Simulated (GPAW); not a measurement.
# Optical response of SrCl2, part 2 of 2

Wanted: where SrCl2 starts to absorb, how strongly, and its refractive index.

GPAW 26.7.0; DFT, LDA, plane-wave PAW (GPAW data sets), scalar-relativistic, RPA, optical limit.

So far. Step 2 (Ground state): There is a gap, 4.88 eV on this mesh (points off the mesh can give less), so no carriers' term is needed.

## 4. Dielectric function, RPA

Local fields let the induced charge screen the field inside the cell, which as a rule lowers ε, most along directions where the density is uneven.

This step: DFT, LDA, plane-wave PAW (GPAW data sets), scalar-relativistic, RPA, optical limit (GPAW 26.7.0).

df.py

```python
from gpaw.response.df import DielectricFunction

df = DielectricFunction('full.gpw', frequencies={'type': 'nonlinear', 'domega0': 0.03, 'omega2': 8},
                        ecut=30,
                        eta=0.2,
                        nbands=53,
                        txt='df.txt')
for direction in ['x']:
    df.get_dielectric_function(xc='RPA', direction=direction, filename=f'df_{direction}.csv')
```

Started as:

```
> OMP_NUM_THREADS=1 python df.py
```

Log:

```text
Using integrator: PointIntegrator
NonLinearFrequencyDescriptor(from 0.000 to 65.392 eV, 498 points)
Nonperiodic BCs:  [False False False]
Using integrator: PointIntegrator
NonLinearFrequencyDescriptor(from 0.000 to 65.392 eV, 498 points)
Nonperiodic BCs:  [False False False]

Calculating chi0 body with:
    Ground state adapter containing:
    Number of spins: 1
    Number of kpoints: 4096
    Number of irreducible kpoints: 145
    Number of completely occupied states: 12
    Number of partially occupied states: 12

    Linear response parametrization:
    q_c: [0.0, 0.0, 0.0]
    Number of frequency points: 498
    Planewave cutoff: 30.0
    Number of bands: 53
    Number of planewaves: 27
    Broadening (eta): 0.2

Integrating chi0 body.

Symmetries of q_c:
    Direct symmetries (Uq -> q): 48
    Indirect symmetries (TUq -> q): 0
In total 48 allowed symmetries.

145 groups of equivalent kpoints. 96.4599609375% reduction.

Integral kind: spectral function

Calculating chi0 optical extensions with:
    Ground state adapter containing:
    Number of spins: 1
    Number of kpoints: 4096
    Number of irreducible kpoints: 145
    Number of completely occupied states: 12
    Number of partially occupied states: 12

    Linear response parametrization:
    Number of frequency points: 498
    Planewave cutoff: 30.0
    Number of bands: 53
    Number of planewaves: 27
    Broadening (eta): 0.2
Integrating chi0 head and wings.

Symmetries of q_c:
    Direct symmetries (Uq -> q): 48
    Indirect symmetries (TUq -> q): 0
In total 48 allowed symmetries.

145 groups of equivalent kpoints. 96.4599609375% reduction.

Integral kind: spectral function wings
```

It took 60 s on 1 thread of Arm Neoverse V2, shared host; peak memory 0.26 GiB.

Read-outs, printed or worked out from the files:

```
electronic dielectric constant ε∞, mean over x, y and z (by symmetry where fewer were run) : 2.876
main peak of Im epsilon, first axis                                                        : 7.468 eV
```

Some rows of df_x.csv (energy; Re and Im without local fields; Re and Im with them):

```text
0.000000, 3.346517, -0.000000, 2.875968, -0.000000
0.555532, 3.355757, 0.006706, 2.883067, 0.005152
1.143969, 3.386364, 0.014284, 2.906583, 0.010977
1.768324, 3.444783, 0.023537, 2.951483, 0.018095
2.431988, 3.542126, 0.035923, 3.026357, 0.027648
3.138794, 3.699026, 0.054555, 3.147239, 0.042091
3.893091, 3.959079, 0.087695, 3.348403, 0.068096
4.699832, 4.440628, 0.169901, 3.725571, 0.135183
5.564682, 5.395659, 0.731345, 4.449905, 0.642679
6.494155, 6.320275, 2.412587, 4.933371, 1.820308
7.495775, 3.145885, 6.698537, 3.169857, 4.888357
8.578281, 0.903730, 3.596921, 0.911328, 2.998169
9.751884, 0.082077, 3.342018, 0.510757, 2.722584
11.028587, 0.907837, 2.217669, 0.807116, 1.561424
12.422601, 0.413407, 2.311165, 0.801877, 1.493290
13.950874, 0.343843, 1.792997, 0.804971, 1.105195
15.633783, -0.044647, 1.250194, 0.901808, 1.089059
17.496047, 0.412699, 0.656242, 0.730582, 0.874095
19.567954, 0.960243, 0.512405, 0.633497, 0.711749
```

Values under the direct gap are tails of Lorentzian lines. Im ε, E ∥ x against photon energy; read off at these points:

```
photon energy (eV)  Im ε, E ∥ x
               0.0            0
               0.5      0.00463
               1.0      0.00949
               1.5       0.0149
               2.0       0.0211
               2.5       0.0288
               3.0       0.0387
               3.5       0.0525
               4.0       0.0735
               4.5        0.110
               5.0        0.204
               5.5        0.576
               6.0         1.17
               6.5         1.83
               7.0         3.44
               7.5         4.88
               8.0         4.10
               8.5         3.18
               9.0         2.72
               9.5         2.90
              10.0         2.33
              10.5         1.64
              11.0         1.56
              11.5         1.60
              12.0         1.42
              12.5         1.49
              13.0         1.40
              13.5         1.09
              14.0         1.10
              14.5         1.10
              15.0         1.19
              15.5         1.05
              16.0         1.27
              16.5         1.19
              17.0        0.861
              17.5        0.875
              18.0        0.952
              18.5        0.874
              19.0        0.760
              19.5        0.722
```

Table of Re ε, E ∥ x by photon energy:

```
photon energy (eV)  Re ε, E ∥ x
               0.0         2.88
               0.5         2.88
               1.0         2.90
               1.5         2.93
               2.0         2.97
               2.5         3.04
               3.0         3.12
               3.5         3.23
               4.0         3.39
               4.5         3.61
               5.0         3.96
               5.5         4.41
               6.0         4.73
               6.5         4.94
               7.0         5.17
               7.5         3.15
               8.0         1.68
               8.5        0.880
               9.0         1.25
               9.5        0.814
              10.0        0.244
              10.5        0.461
              11.0        0.797
              11.5        0.708
              12.0        0.803
              12.5        0.774
              13.0        0.608
              13.5        0.669
              14.0        0.808
              14.5        0.851
              15.0        0.862
              15.5        0.839
              16.0        0.832
              16.5        0.493
              17.0        0.562
              17.5        0.731
              18.0        0.690
              18.5        0.578
              19.0        0.606
              19.5        0.630
```

Table of refractive index n and extinction k by photon energy:

```
photon energy (eV)      n        k
               0.0   1.70        0
               0.5   1.70  0.00136
               1.0   1.70  0.00279
               1.5   1.71  0.00435
               2.0   1.72  0.00613
               2.5   1.74  0.00826
               3.0   1.77   0.0110
               3.5   1.80   0.0146
               4.0   1.84   0.0200
               4.5   1.90   0.0290
               5.0   1.99   0.0512
               5.5   2.10    0.137
               6.0   2.19    0.267
               6.5   2.26    0.405
               7.0   2.39    0.720
               7.5   2.12     1.15
               8.0   1.75     1.17
               8.5   1.44     1.10
               9.0   1.46    0.932
               9.5   1.38     1.05
              10.0   1.14     1.02
              10.5   1.04    0.787
              11.0   1.13    0.689
              11.5   1.11    0.721
              12.0   1.10    0.643
              12.5   1.11    0.673
              13.0   1.03    0.677
              13.5  0.986    0.552
              14.0   1.04    0.530
              14.5   1.06    0.520
              15.0   1.08    0.549
              15.5   1.05    0.505
              16.0   1.08    0.585
              16.5  0.943    0.630
              17.0  0.892    0.483
              17.5  0.967    0.452
              18.0  0.966    0.493
              18.5  0.901    0.485
              19.0  0.888    0.428
              19.5  0.891    0.405
```

The loss function −Im 1/ε at q → 0, E ∥ x has structure finer than the step of the table below, so its rows give means over 0.5 eV, whole bins alone (the curve runs from 0 to 19.9 eV). Peaks (eV: height): 13.34: 0.683, 16.85: 0.841, 18.74: 0.811.

Values under the direct gap are tails of Lorentzian lines. Table of loss function −Im 1/ε at q → 0, E ∥ x by energy loss; means over each step:

```
energy loss (eV)  loss function −Im 1/ε at q → 0, E ∥ x
             0.5                                 5.6e-4
             1.0                                0.00113
             1.5                                0.00174
             2.0                                0.00239
             2.5                                0.00313
             3.0                                0.00399
             3.5                                0.00504
             4.0                                0.00643
             4.5                                0.00855
             5.0                                 0.0136
             5.5                                 0.0291
             6.0                                 0.0492
             6.5                                 0.0659
             7.0                                 0.0901
             7.5                                  0.145
             8.0                                  0.207
             8.5                                  0.286
             9.0                                  0.304
             9.5                                  0.321
            10.0                                  0.428
            10.5                                  0.553
            11.0                                  0.513
            11.5                                  0.524
            12.0                                  0.533
            12.5                                  0.530
            13.0                                  0.604
            13.5                                  0.656
            14.0                                  0.591
            14.5                                  0.568
            15.0                                  0.562
            15.5                                  0.577
            16.0                                  0.557
            16.5                                  0.717
            17.0                                  0.801
            17.5                                  0.683
            18.0                                  0.694
            18.5                                  0.788
            19.0                                  0.799
            19.5                                  0.782
```

The reflectivity at normal incidence, E ∥ x has structure finer than the step of the table below, so its rows give means over 0.5 eV, whole bins alone (the curve runs from 0 to 19.9 eV). Peaks (eV: height): 7.50: 23.4, 9.89: 19.4, 16.44: 9.62.

The reflectivity at normal incidence, E ∥ x by photon energy; means over each step:

```
photon energy (eV)  reflectivity at normal incidence, E ∥ x (%)
               0.5                                         6.69
               1.0                                         6.76
               1.5                                         6.89
               2.0                                         7.08
               2.5                                         7.33
               3.0                                         7.68
               3.5                                         8.14
               4.0                                         8.77
               4.5                                         9.65
               5.0                                         11.0
               5.5                                         12.8
               6.0                                         14.5
               6.5                                         16.4
               7.0                                         20.3
               7.5                                         23.0
               8.0                                         22.0
               8.5                                         19.5
               9.0                                         16.0
               9.5                                         18.2
              10.0                                         18.6
              10.5                                         13.2
              11.0                                         10.0
              11.5                                         10.4
              12.0                                         8.90
              12.5                                         9.38
              13.0                                         9.74
              13.5                                         7.39
              14.0                                         6.31
              14.5                                         6.06
              15.0                                         6.59
              15.5                                         6.07
              16.0                                         7.45
              16.5                                         9.24
              17.0                                         6.56
              17.5                                         5.16
              18.0                                         5.95
              18.5                                         6.25
              19.0                                         5.24
              19.5                                         4.68
```

Optical constants at common wavelengths, from n + ik = √ε:

```
wavelength (nm)     n      k  R (%)     1/α
            800  1.71  0.005    6.9   14 µm
            633  1.72  0.006    7.1  8.4 µm
            532  1.74  0.007    7.2  5.7 µm
            450  1.75  0.010    7.5  3.7 µm
            405  1.77  0.011    7.7  2.8 µm
            365  1.79  0.014    8.0  2.1 µm
            193  2.24  0.386   15.9   40 nm
```

Below the direct gap, k and the depth come from the tails of the Lorentzian lines, not from transitions.

Rows near the edge hang on the gap, which this functional as a rule makes too small, and phonon-assisted absorption is left out.

## 5. Summary of results

- electronic dielectric constant ε∞, mean over x, y and z (by symmetry where fewer were run) (RPA): 2.88
- main peak of Im epsilon, first axis: 7.47 eV

What this shows: At this level (LDA, RPA) SrCl2 has ε∞ = 2.88 and n = 1.70 at 1550 nm, and Im ε peaks at 7.5 eV. On the mesh the gap is 4.88 eV and the least direct gap 5.17 eV, so on this mesh the band edges lie at different points. Local fields change the static value along x from 3.35 to 2.88 (-14 %). Distinct maxima of Im ε, read by a parabola through the highest points, lie at 7.47 eV (4.9), 9.36 eV (3.0) and 16.23 eV (1.3). Excitons and phonon-assisted transitions are missing; LDA gaps are as a rule too small, which pulls the onset down and ε∞ up. The sum runs over mesh points, so small or evenly spaced maxima can still be ripples of the mesh.

[Machine, clock and banner lines and Python warnings are left out of the logs.]

[Logs are printed without paths, hosts, clocks, repeated set-up lines and the standing remarks that a program may print on its own settings, such as how far it seeks lower states.]

[Hosts, paths, dates, database ids (printed as entryN), source tags and the programs' standing remarks are cut or masked in the printed files.]
